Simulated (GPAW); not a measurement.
# rock-salt (TiC)₁₋ₓ(ZrC)ₓ at x = 0.125: the C K absorption edge, part 3 of 3

Aim: the C K edge in rock-salt (TiC)₁₋ₓ(ZrC)ₓ at x = 0.125, one member of a composition series.

GPAW 26.7.0; X-ray absorption from dipole matrix elements to empty bands, plane-wave PAW LDA.

So far. Step 5 (Spectrum with XCH, C atom 4): Main maxima below 24 eV (height): 3.0 eV (2.07), 4.1 eV (1.63), 5.9 eV (1.14) and 13.3 eV (1.80). A K edge sees empty p states; the first features are C p mixed into the empty d states of the Ti and Zr neighbours, and the broad ones above probably into the cations' higher empty bands. Step 5 (Spectrum with XCH, C atom 4): The total-energy difference is 284.85 eV.

## 7. Spectrum with XCH, Ti atom 1

The holes are 6.2 Å apart. The excited electron is kept in the cell, where it fills the lowest empty states and screens the hole. After the field has converged, empty bands are computed with the density fixed and the dipole matrix elements are summed.

The absorber has 6 C at 2.19 Å (octahedral).

File xas.py:

```python
import numpy as np
from ase import Atoms
from ase.parallel import parprint, paropen
from gpaw import GPAW, PW, FermiDirac, Mixer, MixerDif, setup_paths
from gpaw.test import gen
setup_paths.insert(0, '.')
gen('Ti', name='fch1s', xcname='LDA', corehole=(1, 0, 1), write_xml=True)
from gpaw.mpi import world
world.barrier()

atoms = Atoms('TiCTiCTiCTiCZrCTiCTiCTiC',
    cell=[[0, 4.3745, 4.3745],
     [4.3745, 0, 4.3745],
     [4.3745, 4.3745, 0]],
    scaled_positions=[[0.9999952, 0.9997657, 0.9997854],
     [0.7498439, 0.2500088, 0.2495524],
     [0.9999401, 0.999987, 0.4998871],
     [0.7556382, 0.2556816, 0.7436539],
     [0.9996944, 0.5000322, 0.9996461],
     [0.7556793, 0.7442641, 0.2551388],
     [0.9999177, 0.4998008, 0.4995599],
     [0.7552857, 0.744256, 0.7441847],
     [0.4999818, 0.9999509, 0.99971],
     [0.2445429, 0.2554838, 0.2553178],
     [0.4999457, 0.0001074, 0.4996329],
     [0.244254, 0.2553889, 0.7441934],
     [0.4998182, 0.5000254, 0.9996439],
     [0.2441705, 0.7444727, 0.2553583],
     [0.4997161, 0.4998842, 0.4995215],
     [0.2498372, 0.7497523, 0.7497626]],
    pbc=True)
atoms.calc = calc = GPAW(legacy_gpaw=True, mode=PW(500, force_complex_dtype=True), xc='LDA', setups={0: 'fch1s'},
    kpts={'size': (4, 4, 4), 'gamma': True}, occupations=FermiDirac(0.1),
    charge=-1, mixer=Mixer(0.1, 5, 50), maxiter=150,
    convergence={'density': 0.0001, 'eigenstates': 1e-6}, txt='scf.txt')
energy = atoms.get_potential_energy() + calc.get_reference_energy()
ef = calc.get_fermi_level()
out = dict(energy=energy, fermi=ef, forces=atoms.get_forces().tolist())
parprint(f'all-electron energy {energy:.4f} eV, Fermi level {ef:.4f} eV')
ev = np.array([[calc.get_eigenvalues(k, s) for k in range(len(calc.get_ibz_k_points()))] for s in range(calc.get_number_of_spins())])
out['homo'], out['lumo'], out['counts'] = ev[ev < ef].max(), ev[ev > ef].min(), sorted(set((ev < ef).sum((0, 2)).tolist()))
out['filled'] = (ev[:, 0] < ef).sum(1).tolist()

from ase.units import Ha
from gpaw.xas import dipole_matrix_elements
nb = int(calc.get_number_of_electrons() / 2) + 128
top, nb = nb, nb + 8 + nb // 12
nscf = calc.fixed_density(kpts={'size': (6, 6, 6), 'gamma': True}, nbands=nb,
    convergence={'bands': top, 'eigenstates': 5e-3}, maxiter=60, txt='nscf.txt')
cell = atoms.cell.array
ops = [cell.T @ U.T @ np.linalg.inv(cell.T) for U in nscf.wfs.kd.symmetry.op_scc]
E = np.arange(-6, 30, 0.1)
fwhm = np.interp(E, [4, 25], [0.94, 3.5])
Y, X, zero, highest = 0, 0, 1e9, 1e9
for spin in range(nscf.get_number_of_spins()):
    wfs = nscf.wfs
    mine = wfs.bd.get_slice()  # this rank's bands
    A = dipole_matrix_elements(wfs.setups[0])
    eps = np.zeros((wfs.kd.nibzkpts, nb))
    d = np.zeros((3, A.shape[1], wfs.kd.nibzkpts, nb), complex)
    for kpt in wfs.kpt_u:
        if kpt.s == spin and 0 in kpt.P_ani:
            eps[kpt.k, mine] = kpt.eps_n * Ha
            d[:, :, kpt.k, mine] = (kpt.weight * wfs.nspins / 2) ** 0.5 * np.inner(A, kpt.P_ani[0])
    world.sum(eps)
    world.sum(d)
    T = np.einsum('amkn,bmkn->abkn', d, d.conj()).real
    T = sum(np.einsum('ai,ijkn,bj->abkn', R, T, R) for R in ops) / len(ops)
    empty = eps > ef
    zero, highest = min(zero, eps[empty].min()), min(highest, eps[:, top - 1].min())
    lines = [(eps, T, empty)] if spin == 0 else lines + [(eps, T, empty)]
for eps, T, empty in lines:
    f = np.einsum('aakn->akn', T).reshape(3, -1)
    x = eps.ravel() - zero
    w = np.interp(x, E, fwhm) / 2.35482
    g = np.exp(-0.5 * ((E[:, None] - x) / w) ** 2) / (w * (2 * np.pi) ** 0.5)
    Y = Y + (f * empty.ravel()) @ g.T
    X = X + (f * ~empty.ravel()) @ g.T
out.update(E=E.round(2).tolist(), xas=Y.tolist(), xes=X.tolist(), zero=zero, valid=highest - zero, nk=len(eps), nb=nb)
for i in range(0, len(E), 10):
    parprint(f'{E[i]:7.2f}', *(f'{v:10.3e}' for v in Y[:, i]))
import json
with paropen('out.json', 'w') as f:
    json.dump(out, f)
```

Command:

```sh
> OMP_NUM_THREADS=1 mpirun -n 4 gpaw python xas.py
```

Numbers of over 12 decimals in the logs are rounded to 6 here.

The log of the run:

```text
Input parameters:
  charge: -1
  convergence: {density: 0.0001,
                eigenstates: 1e-06}
  kpts: {gamma: True,
         size: (4, 4, 4)}
  maxiter: 150
  mixer: {backend: pulay,
          beta: 0.1,
          method: separate,
          nmaxold: 5,
          weight: 50}
  mode: {ecut: 500.0,
         force_complex_dtype: True,
         name: pw}
  occupations: {fixmagmom: False,
[...]
*d    :     0.333350
--------------------------------

Diagonalizing with gridspacing h=0.050

state   all-electron     PAW
-------------------------------
3s:      -2.983269    -2.983558
3p:      -2.108060    -2.108705
3d:      -0.666650    -0.667242
*f:                   -0.026873
-------------------------------
all-electron energy -263340.0668 eV, Fermi level 10.0969 eV
[...]
28.00  5.977e-07  6.031e-07  6.035e-07
  29.00  6.079e-07  5.984e-07  5.991e-07
[key lines of the parts left out:]
Converged after 23 iterations.
Dipole moment: (0.167757, 0.198847, 0.074397) |e|*Ang
Free energy:   -167.847307
Fermi level: 10.09694
```

Run time: 5.3 min. Hardware: 4 MPI ranks of Intel Xeon 6975P-C (Granite Rapids), shared host; peak memory 1.1 GiB.

The Ti K spectrum, Ti atom 1, excited-electron core hole (neutral cell) (energy from the lowest empty level; intensity scaled to a mean of 1 over the first 20 eV):

```tsv
E (eV)	isotropic	ε ∥ x	ε ∥ y
-2.0	0.00	0.00	0.00
-1.4	0.00	0.00	0.00
-0.8	0.01	0.01	0.01
-0.2	0.08	0.08	0.08
0.4	0.18	0.19	0.17
1.0	0.12	0.13	0.11
1.6	0.12	0.12	0.12
2.2	0.17	0.18	0.16
2.8	0.26	0.33	0.22
3.4	0.35	0.42	0.31
4.0	0.28	0.31	0.27
4.6	0.32	0.34	0.31
5.2	0.48	0.42	0.51
5.8	0.54	0.50	0.56
6.4	0.40	0.41	0.39
7.0	0.18	0.20	0.18
7.6	0.09	0.10	0.09
8.2	0.16	0.16	0.16
8.8	0.30	0.30	0.30
9.4	0.51	0.49	0.52
10.0	0.79	0.72	0.83
10.6	1.05	0.93	1.11
11.2	1.14	1.04	1.19
11.8	1.13	1.11	1.15
12.4	1.25	1.30	1.23
13.0	1.57	1.65	1.54
13.6	1.91	1.97	1.88
14.2	2.04	2.12	2.00
14.8	1.96	2.10	1.89
15.4	1.88	2.06	1.79
16.0	1.94	2.07	1.88
16.6	2.10	2.12	2.08
17.2	2.21	2.14	2.25
17.8	2.20	2.04	2.28
18.4	2.04	1.85	2.13
19.0	1.80	1.63	1.89
19.6	1.57	1.46	1.63
20.2	1.39	1.35	1.40
20.8	1.24	1.27	1.23
21.4	1.13	1.19	1.10
22.0	1.04	1.11	1.00
22.6	0.96	1.04	0.93
23.2	0.91	0.97	0.88
23.8	0.88	0.93	0.86
24.4	0.89	0.91	0.87
25.0	0.93	0.93	0.92
25.6	1.01	1.00	1.01
26.2	1.12	1.10	1.13
26.8	1.24	1.22	1.25
27.4	1.34	1.33	1.35
28.0	1.40	1.39	1.41
28.6	1.42	1.42	1.41
29.2	1.39	1.41	1.38
29.8	1.36	1.39	1.34
```

Main maxima below 29 eV (height): 0.4 eV (0.18), 3.4 eV (0.35), 5.7 eV (0.55), 14.2 eV (2.04), 17.4 eV (2.23) and 28.5 eV (1.42). A K edge sees empty p states. The first eV above the zero hold little dipole weight, as the lowest empty bands are of d character; the main edge, of 4p character, rises through 0.6 near 10 eV above the zero.

The total-energy difference is 4969.94 eV. One term is added: -22.68 eV, since the hole is spin-paired here and a spin-polarised one costs that much less in the free atom (computed apart). The photon energy is then 4947.26 eV. The tabulated edge of the element is 4966 eV. The functional leaves an error in such absolute values: in the free atom LDA prices this hole 13.2 eV below PBE (computed apart), and PBE is itself good to a few eV.

## 8. Outcome

- absorber and edge: C K, atom 4 of the ground-state input (counted from 1)
- surroundings: 1 Ti at 2.14 Å, 4 Ti at 2.19 Å and 1 Zr at 2.24 Å (distorted octahedral)
- highest intensity below 16 eV: 3.0 eV above the zero, height 2.07
- photon energy of the zero, with the added terms: 278.2 eV (raw 284.9 eV; LDA puts this hole about 3 eV below PBE, itself good to a few eV)

**Reading.** The C K edge of atom 4, with 1 Ti at 2.14 Å, 4 Ti at 2.19 Å and 1 Zr at 2.24 Å (distorted octahedral), has its highest intensity of the first 16 eV at 3.0 eV above the zero, near 281 eV in photon energy (LDA puts this hole about 3 eV below PBE, itself good to a few eV), 2.1 times the mean level of the first 20 eV (Gaussian full width 0.9 eV up to 4 eV, rising linearly to 3.5 eV at 25 eV). At the C K edge of atom 4 polarisation matters most near 8.8 eV, where the curves differ by 1.4 on this scale. The holes are only 6.2 Å apart, so the shape is probably not converged with cell size; no larger cell was run here. Lifetime broadening is put in by hand, and intensities beyond about 20 eV depend on it and on the partial waves; weight that the partial waves miss at high energy is lost.

[Banner, clock and machine lines of the logs are left out without a mark of their own.]

[Logs are printed without paths, hosts, clocks, repeated set-up lines and the standing remarks that a program may print on its own settings, such as how far it seeks lower states.]

[Hosts, paths, dates, database ids (printed as entryN), source tags and the programs' standing remarks are cut or masked in the printed files.]

[Lists of maxima count a maximum above −3 eV only where it reaches 4 % of the highest in the window and stands out from its surroundings by 2 % of it (1.5 % where it reaches 55 %); shoulders and weaker maxima are passed over, and of the rest the first, up to two pre-edge ones and the few strongest are named.]
